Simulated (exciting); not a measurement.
Consider CdF2, space group Fm-3m.

```cif
data_structure
_symmetry_space_group_name_H-M 'P 1'
_symmetry_Int_Tables_number 1
_cell_length_a 3.8099
_cell_length_b 3.8099
_cell_length_c 3.8099
_cell_angle_alpha 60.000
_cell_angle_beta 60.000
_cell_angle_gamma 60.000
_cell_volume 39.10
loop_
_atom_site_label
_atom_site_type_symbol
_atom_site_fract_x
_atom_site_fract_y
_atom_site_fract_z
_atom_site_occupancy
Cd1 Cd 0.00000 0.00000 0.00000 1
F2 F 0.75000 0.75000 0.75000 1
F3 F 0.25000 0.25000 0.25000 1
```

Absorber: atom 2, with 4 Cd at 2.33 Å (tetrahedral, site symmetry -43m). Method: exciting, all-electron LAPW+lo, LDA, exchange and screened direct term (singlet BSE), 5×5×5 shifted k points, 16 conduction bands, |G+q| up to 3 bohr⁻¹, full RPA screening with nempty = 37, Lorentzian half width 0.45 eV.

**Question.** What does the F K spectrum look like, and is there a bound core exciton?

Bound core exciton? Undecided on this mesh: the first bright state (over 5 % of the brightest) lies at -0.15 eV from the Kohn–Sham onset and at -0.45 eV from the lowest bare transition of its own mesh; weaker or dark states reach down to -0.58 eV. Maxima (height): 1.6 eV (1.00), 5.1 eV (0.76), 8.5 eV (0.67), 14.3 eV (0.34) and 16.8 eV (0.58).

Energy from the Kohn–Sham onset, core level to the lowest empty state found on the meshes used; Im ε in relative units:

```csv
E (eV),Im ε
-3.5,0.02
-3.0,0.03
-2.5,0.04
-2.0,0.05
-1.5,0.06
-1.0,0.09
-0.5,0.17
0.0,0.33
0.5,0.57
1.0,0.84
1.5,0.99
2.0,0.96
2.5,0.81
3.0,0.56
3.5,0.39
4.0,0.31
4.5,0.38
5.0,0.73
5.5,0.61
6.0,0.51
6.5,0.39
7.0,0.37
7.5,0.50
8.0,0.64
8.5,0.67
9.0,0.58
9.5,0.41
10.0,0.30
10.5,0.21
11.0,0.17
11.5,0.16
12.0,0.16
12.5,0.17
13.0,0.17
13.5,0.21
14.0,0.31
14.5,0.33
15.0,0.30
15.5,0.30
16.0,0.41
16.5,0.55
17.0,0.54
17.5,0.43
18.0,0.40
18.5,0.35
19.0,0.30
19.5,0.24
20.0,0.18
20.5,0.15
21.0,0.13
21.5,0.12
22.0,0.11
22.5,0.10
23.0,0.09
23.5,0.09
24.0,0.09
24.5,0.11
```

Binding energies aren't converged on 125 k points. The kernel cutoff is low for a compact core orbital, so the effect of exchange is a lower bound. The zero comes from the unshifted 5×5×5 ground-state mesh; it is exact only where the band minimum lies on that mesh. The structure is a published determination, not relaxed.

[Banner, clock and machine lines of the logs are left out without a mark of their own.]

[Logs are printed without paths, hosts, clocks, repeated set-up lines and the standing remarks that a program may print on its own settings, such as how far it seeks lower states.]

[Hosts, paths, dates, database ids (printed as entryN), source tags and the programs' standing remarks are cut or masked in the printed files.]
